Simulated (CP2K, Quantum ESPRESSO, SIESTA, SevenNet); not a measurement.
# O-HfO2(111) on Pt(111), periodic, layer 5.1 A thick (45 atoms): relaxed, then solved by several programs

Aim: relax o-HfO2(111) on Pt(111), periodic, layer 5.1 A thick (45 atoms), then compare forces and pressure from several programs at that geometry.

All numbers are calculated, not measured.

## (1) Set-up

The cell holds 45 atoms (21 Pt, 16 O and 8 Hf), with edges of 7.43, 7.43 and 13.26 Å. Recipe: o-HfO2(111) slab, 2 repeats (5.1 Å between outer planes), strained in the plane by up to 3.7 % to a cell of 48 Å^2 of Pt(111) (3 repeats); periodic, two interfaces; starting gap 1.9 Å. Of 4 lateral registries the lowest after a short relaxation was kept. Relaxed with the MACE-MP-0b2 potential, the cell's length along the normal too. Lattice constants are starting values near those of PBE. Then the atoms were relaxed with SevenNet l3i5 in the fixed cell. Then the atoms were relaxed with CP2K double zeta, PBE.

## (2) The relaxation

CP2K double zeta (DZVP-MOLOPT-SR, GTH-PBE potentials, 480 Ry; k-points 2×2×1) took 24 geometry steps and reached its thresholds. It started from the geometry that SevenNet l3i5 had relaxed.

Elapsed: 62 min, on 4 MPI ranks of Arm Neoverse V2, shared host; peak memory 6.8 GiB.

|  | before | after |
| --- | --- | --- |
| energy (meV/atom) | 0 | -22.2 |
| Hf-O bonds under 2.82 Å | 50 at 2.172 Å | 50 at 2.162 Å |
| Pt-O bonds under 2.68 Å | 5 at 2.188 Å | 6 at 2.164 Å |

Atoms moved by 0.17 Å r.m.s. and 0.31 Å at most, with the common shift taken off.

## (3) Structure of the relaxed cell

Density 15.2 g/cm³, 14.07 Å³ an atom.

Pair distribution functions g(r), in bins of 0.2 Å:

| r (Å) | total | Pt-Pt | Pt-O | Pt-Hf | O-O | O-Hf | Hf-Hf |
| --- | --- | --- | --- | --- | --- | --- | --- |
| 1.90 | 0.06 | 0.00 | 0.00 | 0.00 | 0.00 | 0.51 | 0.00 |
| 2.10 | 2.02 | 0.00 | 0.69 | 0.00 | 0.00 | 14.10 | 0.00 |
| 2.30 | 0.83 | 0.00 | 0.14 | 0.00 | 0.00 | 6.19 | 0.00 |
| 2.50 | 0.86 | 0.00 | 0.13 | 0.00 | 6.16 | 0.34 | 0.00 |
| 2.70 | 1.65 | 5.10 | 0.00 | 0.00 | 4.28 | 0.00 | 0.00 |
| 2.90 | 2.42 | 9.05 | 0.26 | 0.72 | 1.90 | 0.00 | 0.00 |
| 3.10 | 0.63 | 0.73 | 0.32 | 0.48 | 1.65 | 0.59 | 0.00 |
| 3.30 | 0.68 | 0.00 | 0.96 | 0.42 | 0.90 | 0.89 | 2.12 |
| 3.50 | 0.94 | 0.00 | 0.49 | 0.88 | 1.94 | 0.64 | 9.62 |
| 3.70 | 0.85 | 0.08 | 0.55 | 0.77 | 2.15 | 1.28 | 2.94 |
| 3.90 | 1.19 | 1.35 | 0.59 | 0.60 | 1.43 | 1.78 | 6.17 |
| 4.10 | 0.93 | 0.90 | 0.41 | 0.45 | 1.17 | 2.88 | 0.49 |
| 4.30 | 0.73 | 0.64 | 0.36 | 0.40 | 1.28 | 1.91 | 0.00 |
| 4.50 | 0.73 | 0.00 | 0.59 | 0.51 | 1.08 | 2.44 | 0.00 |
| 4.70 | 0.96 | 1.69 | 0.64 | 0.47 | 0.97 | 1.35 | 0.35 |
| 4.90 | 1.59 | 4.54 | 0.78 | 0.50 | 1.15 | 0.74 | 0.65 |
| 5.10 | 1.06 | 1.51 | 0.75 | 0.69 | 1.73 | 0.84 | 1.50 |
| 5.30 | 0.74 | 0.25 | 0.83 | 0.42 | 1.68 | 0.70 | 1.13 |
| 5.50 | 1.03 | 0.93 | 0.81 | 1.06 | 1.24 | 1.81 | 0.00 |
| 5.70 | 1.21 | 1.72 | 0.93 | 0.65 | 1.27 | 2.06 | 0.00 |
| 5.90 | 1.01 | 0.26 | 1.06 | 1.68 | 1.12 | 1.19 | 0.89 |
| 6.10 | 0.92 | 1.10 | 0.78 | 0.93 | 1.38 | 0.59 | 0.63 |
| 6.30 | 1.11 | 1.25 | 1.00 | 1.06 | 0.94 | 0.69 | 3.96 |
| 6.50 | 0.95 | 1.02 | 0.82 | 0.78 | 0.70 | 1.21 | 2.60 |
| 6.70 | 0.88 | 0.59 | 0.94 | 1.04 | 0.92 | 1.01 | 0.88 |
| 6.90 | 0.79 | 0.38 | 1.01 | 1.01 | 0.50 | 1.00 | 0.33 |
| 7.10 | 0.78 | 0.54 | 0.95 | 0.99 | 0.74 | 0.67 | 0.00 |
| 7.30 | 0.93 | 1.18 | 1.22 | 0.84 | 0.59 | 0.44 | 0.00 |

## (4) The plane-wave reference

Quantum ESPRESSO 7.5: Kohn-Sham DFT, PBE, SSSP efficiency 1.3.0 pseudopotentials, plane waves. Its input for the relaxed cell:

```
&control
  calculation = 'scf'
  pseudo_dir = './pseudo'
  outdir = './tmp'
  disk_io = 'none'
  tprnfor = .true.
  tstress = .true.
/
&system
  ibrav = 0
  nat = 45
  ntyp = 3
  ecutwfc = 60
  ecutrho = 480
  nosym = .true.
  occupations = 'smearing'
  smearing = 'fd'
  degauss = 0.003675
/
&electrons
  conv_thr = 2.3e-07
  electron_maxstep = 100
  mixing_beta = 0.2
  mixing_mode = 'local-TF'
  diagonalization = 'david'
/
ATOMIC_SPECIES
Pt 195.084 Pt.upf
O 15.999 O.upf
Hf 178.490 Hf.upf
CELL_PARAMETERS angstrom
7.42719 0.00000 0.00000
3.71359 6.43214 0.00000
0.00000 0.00000 13.25654
ATOMIC_POSITIONS crystal
Pt 0.63863 0.46761 0.99213
Pt 0.84310 0.41616 0.17479
Pt 0.61724 0.66078 0.35481
[... 40 atom lines left out ...]
O 0.11777 0.19138 0.83356
O 0.58030 0.88017 0.84498
K_POINTS automatic
2 2 1 0 0 0
```

Elapsed: 25 min, on 4 MPI ranks of Arm Neoverse V2, shared host; peak memory 5.4 GiB; 1.6 h of CPU time.

## (5) Side by side

CPU times are from a shared host and are rough.

| level | basis or training data | k-points | own r.m.s. force (meV/Å) | difference from the reference (meV/Å) | pressure (GPa) | CPU time | memory (GiB) |
| --- | --- | --- | --- | --- | --- | --- | --- |
| QE, PBE | plane waves, SSSP efficiency, 60/480 Ry | 2×2×1 | 93 | - | -5.35 | 1.6 h | 5.4 |
| CP2K triple zeta, PBE | TZV2P-UZH, GTH-PBE potentials, 600 Ry | 2×2×1 | 49 | 75 | -6.40 | 39 min | 16 |
| SIESTA DZP, PBE | DZP orbitals, shift 0.01 Ry, mesh 400 Ry | 2×2×1 | 189 | 140 | -4.59 | 8.8 min | 1.5 |
| SevenNet l3i5 | trained on PBE(+U) plane-wave data | - | 212 | 184 | -6.47 | 8.3 s | 0.97 |

## (6) What came out

Relaxation in the fixed cell lowers the energy by 22 meV/atom at its own level and moves atoms by up to 0.31 Å. By the cutoffs of the final cell 1 bond formed and 0 were lost, leaving 56. The reference finds an r.m.s. force of 93 meV/Å there and a pressure of -5.35 GPa, at a geometry that CP2K double zeta made.

Forces differ from the reference's by 75 meV/Å (CP2K triple zeta, PBE), 140 meV/Å (SIESTA DZP, PBE) and 184 meV/Å (SevenNet l3i5). CP2K double zeta is at its own minimum here, so the reference's force is itself a measure of how the two differ. Pressures lie -1.1 GPa (SevenNet l3i5), -1.0 GPa (CP2K triple zeta, PBE) and +0.8 GPa (SIESTA DZP, PBE) from the reference's. The reference has levels at the Fermi energy, so no gap is quoted.

Caveats: Spin–orbit coupling is left out, which matters for the levels of the heavy elements. The plane-wave runs aren't exact: their cutoffs and mesh weren't converged further here. SIESTA's automatically made basis is far from complete, and its potentials were converted by us (checked for H, C, O, Si, Ge and Ca alone). Where levels are smeared, the DFT runs use Fermi–Dirac occupations at 580 K (0.05 eV), and energies are free energies.

[Logs are printed without paths, hosts, clocks, repeated set-up lines and the standing remarks that a program may print on its own settings, such as how far it seeks lower states.]

[Hosts, paths, dates, database ids (printed as entryN), source tags and the programs' standing remarks are cut or masked in the printed files.]
